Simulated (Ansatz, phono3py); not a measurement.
# KCl (Sylvite, Fm-3m): lattice thermal conductivity, part 2 of 4

Wanted: κ(T), lifetimes and mean free paths for KCl (Sylvite).

Experimental results on record:
- thermal conductivity 7.1 W/m/K near room temperature (given in “Combining the AFLOW GIBBS and Elastic Libraries to efficiently and robustly screen thermo-mechanical properties of solids”, 2017, arXiv:1611.05714)
- thermal conductivity 7.1 W/m/K near room temperature (given in “Predicting the lattice thermal conductivity of solids by solving the Boltzmann transport equation: AFLOW - AAPL an automated, accurate and efficient framework”, 2017, arXiv:1611.05481)

Ansatz 0.2.0; DFT LDA, scalar-relativistic, plane waves, PAW; PAW set soft_1.

So far. Step 2 (A first coarse run): The start is under -2.0 GPa at this level and looks like an insulator or semiconductor on this mesh.

## (4) A second relaxation

The relaxation is run once more from where the first one ended, as the script does after a large change of volume or of the gap, with mesh and occupations reviewed.

Input file input.yaml:

```yaml
crystal:
  lattice:
    - [0.0, 3.039488773, 3.039488773]
    - [3.039488773, 0.0, 3.039488773]
    - [3.039488773, 3.039488773, 0.0]
  atoms:
    - { symbol: K, position: [0.0, 0.0, 0.0] }
    - { symbol: Cl, position: [0.5, 0.5, 0.5] }
kpoints:
  mp_grid: { grid: [6, 6, 6] }
hamiltonian:
  xc: lda
  pseudopotentials: { kind: paw, azcp: { folder: soft_1 }, xc_functional: pbe }
scf:
  occupations: { method: gaussian, width: 0.02 }
  lower_state_search: "off"
output:
  forces: true
  stress: true
  eigenvalues: true
  write_density: true
  write_potential: true
  elf: true
  volumetric_format: npy
relax:
  adjacent_minimum: "off"
  f_tol: 0.005
  max_steps: 80
  cell: { stress_tol: 0.05 }
```

Command:

```
ansatz run input.yaml --threads 8 --pin off --max-ram 19456MiB --backend cpu --events-out ev --progress --plain --runs-dir out
```

Numbers of over 12 decimals in the logs are rounded to 6 here.

What it wrote:

```text
[...]
Crystal: 2 atoms, lattice volume = 56.161 Å³
Basis set: ecut = 420 eV, 1067 PW (Γ)
Bands: 12, of which v1, the nominal top of the filled ones, is band 8 counted from 1 (7 counted from 0)
Symmetry: 48 space group operations
[...]
k-points: 16 of 216
[...]
SCF iter   1: F=—  HF=-2545.179085 eV  |F-HF|=—  |Δ(HF+E_count)|=         —  Δρ=4.84e-2  dr2=2.10e0  ethr=3.10e-3  ⟨swp⟩=7.3  Hψ=1375  notcnv=0
[...]
SCF iter   7: F=-2544.293184 eV  HF=-2544.293184 eV  |F-HF|=6.13e-10  |Δ(HF+E_count)|=   9.48e-8  Δρ=1.63e-6  dr2=9.58e-10  ethr=6.25e-10  ⟨swp⟩=10.9  Hψ=1547  notcnv=0
SCF 1 converged in 7 iterations: F = -2544.293184 eV  dr2 = 9.58e-10
[...]
relax step   1: F+E_penalty+E_count = -2544.29318362 eV  Δ(F+E_penalty+E_count) = +0.000e0 eV  max|allowed force component| = 2.919e-29 eV/Å  Δτ_max = 0.0000 Å  P = -0.030 GPa  Ω = 56.161 Å³  (7 SCF iters, dr2 threshold 1.00e-7 eV, accepted)
[...]
SCF iter   4: F=-2544.293184 eV  HF=-2544.293184 eV  |F-HF|=7.28e-12  |Δ(HF+E_count)|=  6.73e-11  Δρ=1.55e-7  dr2=1.03e-11  ethr=1.00e-12  ⟨swp⟩=4.9  Hψ=910  notcnv=0
SCF 2 converged in 4 iterations: F = -2544.293184 eV  dr2 = 1.03e-11
relax step   2: F+E_penalty+E_count = -2544.29318362 eV  Δ(F+E_penalty+E_count) = -3.038e-10 eV  max|allowed force component| = 3.957e-29 eV/Å  Δτ_max = 0.0000 Å  P = -0.030 GPa  Ω = 56.161 Å³  stress off target by 2.99e-2 GPa  SCF on the basis re-selected at this cell (its energy is not comparable with the rows above)  (4 SCF iters)
basis re-selected at this cell: Δ(F+E_penalty+E_count) = -3.038e-10 eV, ΔP = -0.000 GPa vs the last step (what re-selecting the basis moved, of the pressure what is left beyond the Pulay correction that the steps carried, after the strain that the cell walked since its last selection, with what the two solves' SCF thresholds leave and, on support functions, any second-order correction that the steps lacked; it is no  [...]
SCF converged after 4 iterations
Free energy (F): -2544.293184 eV
[...]
Internal energy: -2544.293184 eV  (E = F + TS)
E sigma→0 (E₀):  -2544.293184 eV
Fermi energy:    3.878693 eV
[...]
--- Stress (GPa, compression-positive) ---
       -0.029920      -0.000000       0.000000
       -0.000000      -0.029920       0.000000
       -0.000000       0.000000      -0.029920
  P = ⅓ Tr σ = -0.0299 GPa (-0.299 kbar)
--- Band table (eV; the first three rows and the last of 16) ---
  k-point 0: bands = [... 4 lower, -8.9907, 1.3244, 1.3244, 1.3244, 6.4329, 9.4246, 9.4246, 9.4246]
  k-point 1: bands = [... 4 lower, -8.9049, 0.9184, 1.2056, 1.2056, 7.1507, 9.2523, 9.8095, 9.8095]
  k-point 2: bands = [... 4 lower, -8.7458, 0.2690, 0.9845, 0.9845, 8.3656, 9.4902, 10.8591, 10.8591]
  k-point 15: bands = [... 4 lower, -8.9211, 0.6563, 0.7851, 0.9029, 8.2214, 10.1857, 10.5322, 11.6442]
--- Relaxed structure (1 steps of the walk, 1 accepted, 1 SCFs on fresh bases) ---
[...]
cell:  # Å, volume = 56.1606 Å³
    - [0.0, 3.039488773, 3.039488773]
    - [3.039488773, 0.0, 3.039488773]
    - [3.039488773, 3.039488773, 0.0]
  atoms:
    - { symbol: K, position: [0.0, 0.0, 0.0] }
    - { symbol: Cl, position: [0.500000, 0.500000, 0.500000] }
```

Wall time 0.87 s (8 threads of Intel Xeon at 2.70GHz, shared host); peak memory 0.35 GiB.

Little changed from the start: no atom moved by 0.005 Å and no cell edge by 0.1 %.

ELF in the ac plane of the conventional cell at fractional y = 0.000, with atoms of K and Cl within 0.2 Å of it. It is the smooth field of the valence electrons, not physical close to the nuclei.

Ten even steps from '_' (0.02) to '@' (0.86), each cell a mean:
```
%%@@%%::..##@@%%++##@@@@==..**@@@@
@@@@**....**@@@@@@@@@@%%--__==%%@@
**++::____==##@@@@@@%%**::__..==**
..________..--======--::________..
====--..________....________::--==
@@@@##==____::++****==..__::**%%@@
@@@@@@**....**@@@@@@%%==__--%%@@@@
++%%@@##..::%%@@%%@@@@**..==@@@@##
--%%@@##..--@@@@##%%@@**..==@@@@++
%%@@@@##..::%%@@@@@@@@++__==@@@@%%
@@@@@@++..__++%%@@%%**::__--##@@@@
####++::______::--::..____..==**##
......______..........________....
--::______::++######**==..____..::
@@%%==__..++@@@@@@@@@@##--__::**%%
@@@@%%::..##@@@@%%%%@@@@==__++@@@@
##@@@@--..##@@%%--++@@@@==..**@@%%
```
Columns run along a (6.1 Å), rows up along c (6.1 Å), edges of the conventional cell, whose origin can differ from the input's. Atoms in or near the plane, at fractional coordinates: K at (0.00, 0.00), K at (0.50, 0.50), Cl at (0.50, 0.00), Cl at (0.00, 0.50).

Valence density in the ac plane of the conventional cell at fractional y = 0.000, with atoms of K and Cl within 0.2 Å of it. It is the smooth field of the valence electrons, not physical close to the nuclei.

Ten even steps from '0' (0.0 e/Å³) to '9' (4.3 e/Å³), each cell a mean:
```
96200023233100148
53000012331000014
10000000110000001
00000000000000000
00000000000000000
10000000100000001
32100003541000013
23200026984000133
13200027995100132
33100015763000023
21000001220000012
00000000000000000
00000000000000000
00000000000000000
21000001221000002
74100013332000036
97200023123100159
```
Columns run along a (6.1 Å), rows up along c (6.1 Å), edges of the conventional cell, whose origin can differ from the input's. Atoms in or near the plane, at fractional coordinates: K at (0.00, 0.00), K at (0.50, 0.50), Cl at (0.50, 0.00), Cl at (0.00, 0.50).

Electrostatic potential energy in the ac plane of the conventional cell at fractional y = 0.000, with atoms of K and Cl within 0.2 Å of it. With pseudopotentials it is smooth inside the atoms' cores, unlike the true potential.

Ten even steps from '_' (-43 eV) to '@' (8 eV), each cell a mean:
```
__..**%%@@@@**..__..--%%@@@@##--__
::==##@@@@@@%%++::--##@@@@@@%%**--
##%%@@@@@@@@@@@@%%%%@@@@@@@@@@%%##
@@@@@@@@@@@@@@@@@@@@@@@@@@@@@@@@@@
@@@@@@@@@@@@@@@@@@@@@@@@@@@@@@@@@@
%%@@@@@@@@@@@@%%####%%@@@@@@@@@@%%
--++%%@@@@@@##==----**%%@@@@@@##--
__..**@@@@%%**..____--##@@@@%%--..
__..++@@@@%%++______--##@@@@%%::__
..--##@@@@@@**::__..==%%@@@@@@++..
++##@@@@@@@@%%**++**##@@@@@@@@%%**
@@@@@@@@@@@@@@@@%%%%@@@@@@@@@@@@@@
@@@@@@@@@@@@@@@@@@@@@@@@@@@@@@@@@@
%%@@@@@@@@@@@@@@@@@@@@@@@@@@@@@@%%
++##%%@@@@@@@@##++**%%@@@@@@@@##**
..--##@@@@@@##--....++@@@@@@%%==..
__..++%%@@@@++..____--%%@@@@##::__
```
Columns run along a (6.1 Å; values clipped at the 3rd and 97th percentile), rows up along c (6.1 Å), edges of the conventional cell, whose origin can differ from the input's. Atoms in or near the plane, at fractional coordinates: K at (0.00, 0.00), K at (0.50, 0.50), Cl at (0.50, 0.00), Cl at (0.00, 0.50).

## (5) Tight relaxation

The thresholds are tightened for a last relaxation ahead of the phonons, and where mesh or smearing change with them the cell follows.

input.yaml, the sections that differ from step 4:

```yaml
scf:
  occupations: { method: fixed }
  lower_state_search: "off"
output:
  forces: true
  stress: true
  eigenvalues: true
relax:
  adjacent_minimum: "off"
  f_tol: 0.001
  max_steps: 60
  cell: { stress_tol: 0.01 }
# crystal, kpoints, hamiltonian: as in step 4
```

What it wrote:

```text
[...]
Crystal: 2 atoms, lattice volume = 56.161 Å³
Basis set: ecut = 420 eV, 1067 PW (Γ)
Bands: 12, of which v1, the nominal top of the filled ones, is band 8 counted from 1 (7 counted from 0)
Symmetry: 48 space group operations
[...]
k-points: 16 of 216
[...]
k-point 15: bands = [... 4 lower, -8.9128, 0.6623, 0.7907, 0.9091, 8.2277, 10.1944, 10.5428, 11.6542]
--- Relaxed structure (2 steps of the walk, 2 accepted, 1 SCFs on fresh bases) ---
[...]
cell:  # Å, volume = 56.1134 Å³
    - [0, 3.038637, 3.038637]
    - [3.038637, 0, 3.038637]
    - [3.038637, 3.038637, 0]
  atoms:
    - { symbol: K, position: [0, 0, 0] }
    - { symbol: Cl, position: [0.5, 0.5, 0.5] }
[key lines of the parts left out:]
SCF converged after 6 iterations
Free energy (F): -2544.293191 eV
Fermi energy:    1.330844 eV
P = ⅓ Tr σ = -0.0096 GPa (-0.096 kbar)
```

It took 1.3 s on 8 threads; peak memory 0.34 GiB; 4.3 s of CPU time.

Little changed from the start: no atom moved by 0.005 Å and no cell edge by 0.1 %.

This step gave:

| Quantity | Value |
| --- | --- |
| pressure | -0.009634 GPa |
| gap on the k-mesh | 5.112 eV |
| volume per atom | 28.06 Å³/atom |

The residual pressure is -0.0096 GPa, small enough for phonons.

[end of part 2 of 4]

[Logs are printed without paths, hosts, clocks, repeated set-up lines and the standing remarks that a program may print on its own settings, such as how far it seeks lower states.]

[Hosts, paths, dates, database ids (printed as entryN), source tags and the programs' standing remarks are cut or masked in the printed files.]

[A step with changed settings may run another functional than the one named; its input shows which.]
